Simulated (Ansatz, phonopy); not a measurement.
# Quasi-harmonic thermodynamics of KF (Carobbiite, Fm-3m), part 3 of 3

Aim: the lattice, expansion, heat capacity and bulk modulus of KF (Carobbiite) as it warms.

What experiment has found for this phase:
- volume expansion coefficient 104.4 1e-6/K and heat capacity C_P per formula unit 49 J/mol/K near room temperature (given in “High-Throughput Prediction of Finite-Temperature Properties using the Quasi-Harmonic Approximation”, 2016, arXiv:1603.06924)
- volume expansion coefficient 95.1 1e-6/K near room temperature (given in “Descriptors for thermal expansion in solids”, 2017, arXiv:1701.03966)

Ansatz 0.2.0; DFT r2SCAN, scalar-relativistic, plane waves, PAW.

So far. Step 2 (A first coarse run): The start is under -0.49 GPa at this level and looks like an insulator or semiconductor on this mesh. Step 4 (Relaxing to small residual forces and stress): The residual pressure is -3.4e-5 GPa, small enough for phonons.

## 5. The quasi-harmonic study (continued)

Quasi-harmonic; a, b, c are the run's own cell vectors. Expansion, by row:

```csv
T (K),a (Å),b (Å),c (Å),alpha (deg),beta (deg),gamma (deg),cell volume (Å³/cell),alpha_a (1e-6/K),alpha_b (1e-6/K),alpha_c (1e-6/K),alpha_V (1e-6/K),C_P (J/mol-atom/K),C_V (J/mol-atom/K),S (J/mol-atom/K),B_T (GPa),B_S (GPa),Grueneisen,extrapolation,fit error (1e-6/K)
0,3.776,3.776,3.776,60,60,60,38.08,0,0,0,0,0,0,0,33.8,33.8,-,0,0
50,3.777,3.777,3.777,60,60,60,38.09,6.84,6.84,6.84,20.51,6.696,6.688,2.766,33.67,33.71,1.184,0,0.01
100,3.779,3.779,3.779,60,60,60,38.17,20.73,20.73,20.73,62.19,16.29,16.14,10.72,32.98,33.28,1.46,0,0.02
150,3.784,3.784,3.784,60,60,60,38.31,27.94,27.94,27.94,83.83,20.69,20.3,18.27,32.04,32.66,1.526,0,0.03
200,3.79,3.79,3.79,60,60,60,38.49,32.05,32.05,32.05,96.16,22.84,22.18,24.55,31.03,31.96,1.559,0,0.03
250,3.796,3.796,3.796,60,60,60,38.68,35,35,35,105,24.11,23.14,29.79,29.97,31.21,1.583,0,0.04
298.1,3.803,3.803,3.803,60,60,60,38.88,37.43,37.43,37.43,112.3,24.95,23.68,34.12,28.9,30.46,1.605,0,0.07
300,3.803,3.803,3.803,60,60,60,38.89,37.52,37.52,37.52,112.6,24.98,23.69,34.27,28.86,30.43,1.606,0,0.07
350,3.81,3.81,3.81,60,60,60,39.12,39.96,39.96,39.96,119.9,25.67,24.03,38.17,27.71,29.6,1.628,0,0.11
400,3.818,3.818,3.818,60,60,60,39.36,42.51,42.51,42.51,127.5,26.3,24.25,41.64,26.5,28.74,1.652,0,0.16
450,3.827,3.827,3.827,60,60,60,39.62,45.31,45.31,45.31,135.9,26.91,24.41,44.77,25.23,27.82,1.677,0,0.18
500,3.836,3.836,3.836,60,60,60,39.9,48.52,48.52,48.52,145.6,27.56,24.52,47.64,23.89,26.85,1.704,0,0.12
550,3.845,3.845,3.845,60,60,60,40.2,52.33,52.33,52.33,157,28.28,24.6,50.3,22.46,25.82,1.735,0,0.26
600,3.856,3.856,3.856,60,60,60,40.53,57,57,57,171,29.14,24.66,52.8,20.91,24.7,1.769,0,0.74
650,3.867,3.867,3.867,60,60,60,40.9,62.99,62.99,62.99,189,30.2,24.71,55.17,19.21,23.48,1.81,0,1.3
700,3.88,3.88,3.88,60,60,60,41.31,71.1,71.1,71.1,213.3,31.61,24.75,57.46,17.33,22.13,1.857,0,1.01
750,3.895,3.895,3.895,60,60,60,41.79,82.94,82.94,82.94,248.8,33.64,24.78,59.71,15.17,20.59,1.916,0,3.2
800,3.913,3.913,3.913,60,60,60,42.37,102.6,102.6,102.6,307.9,36.99,24.81,61.97,12.59,18.78,1.994,0,14.61
```

Expansion coefficient against temperature; values in 1e-6/K:

```csv
temperature (K),volume,principal 1
0,0,0
50,20.5,6.84
100,62.2,20.7
150,83.8,27.9
200,96.2,32.0
250,105,35
298,112,37.4
300,113,37.5
350,120,40.0
400,128,42.5
450,136,45.3
500,146,48.5
550,157,52.3
600,171,57
650,189,63.0
700,213,71.1
750,249,82.9
800,308,103
```

At 298 K the volume expansion is 112 × 10⁻⁶/K and B_T is 28.9 GPa. The program raised the cutoff to 580 eV by itself: with no cutoff typed, the study takes about 1.16 times the default for its relaxations and scales it with the volume for the phonons.

## 6. Quasi-harmonic fit by phonopy

This step: DFT r2SCAN, scalar-relativistic, plane waves, PAW (phonopy 4.10.0).

Numbers from this step:

```yaml
volume_expansion_coefficient_at_300_k: 112.3 1e-6/K
isothermal_bulk_modulus_at_300_k: 28.86 GPa
c_p_at_300_k: 25.05 J/mol-atom/K
grueneisen_parameter_at_300_k: 1.603
```

Energy (each curve on its own zero) against volume; values in meV/atom:

```csv
volume (Å³/atom),static,F at 0 K,F at 300 K,F at 800 K
18.811,0,2.73,7.47,19.1
19.095,0.48,2.45,6.06,14.8
19.282,1.26,2.75,5.59,12.4
19.765,4.89,5.15,5.93,7.61
20.260,10.7,9.73,8.26,4.55
20.767,18.5,16.4,12.4,3
21.288,28.2,24.9,18.3,2.66
```

Phonopy-qha, vinet fit of F(V) at each temperature. Qha vinet, by row:

| T (K) | fitted volume (Å³/atom) | alpha_V (1e-6/K) | B_T (GPa) | C_P (J/mol-atom/K) | Grueneisen |
| --- | --- | --- | --- | --- | --- |
| 100 | 19.09 | 58.71 | 32.99 | 15.93 | 1.379 |
| 150 | 19.16 | 82.23 | 32.08 | 20.73 | 1.499 |
| 200 | 19.24 | 95.38 | 31.07 | 22.94 | 1.548 |
| 250 | 19.34 | 104.5 | 30 | 24.2 | 1.578 |
| 300 | 19.44 | 112.3 | 28.86 | 25.05 | 1.603 |
| 350 | 19.56 | 119.9 | 27.67 | 25.73 | 1.626 |
| 400 | 19.68 | 127.9 | 26.42 | 26.35 | 1.651 |
| 450 | 19.81 | 136.8 | 25.1 | 26.97 | 1.678 |
| 500 | 19.95 | 146.9 | 23.72 | 27.62 | 1.708 |
| 550 | 20.1 | 158.9 | 22.27 | 28.36 | 1.742 |
| 600 | 20.27 | 173.4 | 20.74 | 29.23 | 1.78 |
| 650 | 20.45 | 191.2 | 19.12 | 30.3 | 1.823 |
| 700 | 20.66 | 213.9 | 17.42 | 31.66 | 1.873 |
| 750 | 20.9 | 243.6 | 15.62 | 33.45 | 1.932 |

Table of volume expansion coefficient by temperature; values in 1e-6/K:

| temperature (K) | phonopy-qha, Vinet | Ansatz's own study |
| --- | --- | --- |
| 100 | 58.7 | 62.2 |
| 150 | 82.2 | 83.8 |
| 200 | 95.4 | 96.2 |
| 250 | 105 | 105 |
| 300 | 112 | 113 |
| 350 | 120 | 120 |
| 400 | 128 | 128 |
| 450 | 137 | 136 |
| 500 | 147 | 146 |
| 550 | 159 | 157 |
| 600 | 173 | 171 |
| 650 | 191 | 189 |
| 700 | 214 | 213 |
| 750 | 244 | 249 |

The fit gives a volume expansion of 112 × 10⁻⁶/K at 300 K, against 112 at 298 K from the study itself, whose static fit uses more cells.

## 7. Outcome

| Property | Result |
| --- | --- |
| settings of these figures | r2SCAN, 580 eV, k 8×8×8, q 4×4×4 |
| volume expansion coefficient at 298 K | 112.3 1e-6/K |
| C_P at 298 K | 24.95 J/mol-atom/K |
| entropy at 298 K | 34.12 J/mol-atom/K |
| isothermal bulk modulus at 298 K | 28.90 GPa |
| Grüneisen parameter at 298 K | 1.605 |
| volume at 298 K | 19.44 Å³/atom |
| principal linear expansion coefficients at 298 K | 37.43, 37.43, 37.43 1e-6/K |

In words: Near room temperature KF (Carobbiite) expands by 112 × 10⁻⁶/K in volume by r2SCAN, with C_P = 24.9 J/(mol K) per mole of atoms and B_T = 28.9 GPa. At some temperatures (first at 800 K) the program's own estimate of the fit error is large against the linear coefficients, so those rows are unreliable. Between 298.15 and 800 K the bulk modulus falls by 56 % and the Grüneisen parameter grows; in this range the quasi-harmonic approximation, which lacks anharmonicity at fixed volume, tends to overshoot. C_P at room temperature is 100 % of the classical 3R an atom; C_V is 95 %, and the rest is expansion work. A measured volume expansion coefficient near room temperature is 104.4 1e-6/K (arXiv:1603.06924); the calculated 112 1e-6/K differs by +8 %. A measured heat capacity per formula unit near room temperature is 49 J/mol/K (arXiv:1603.06924); the calculated 49.9 J/mol/K differs by +2 %. The PAW files were made for PBE and are used here under another functional, for which the program regenerates the frozen cores.

[Logs are printed without paths, hosts, clocks, repeated set-up lines and the standing remarks that a program may print on its own settings, such as how far it seeks lower states.]

[Hosts, paths, dates, database ids (printed as entryN), source tags and the programs' standing remarks are cut or masked in the printed files.]

[A step with changed settings may run another functional than the one named; its input shows which.]
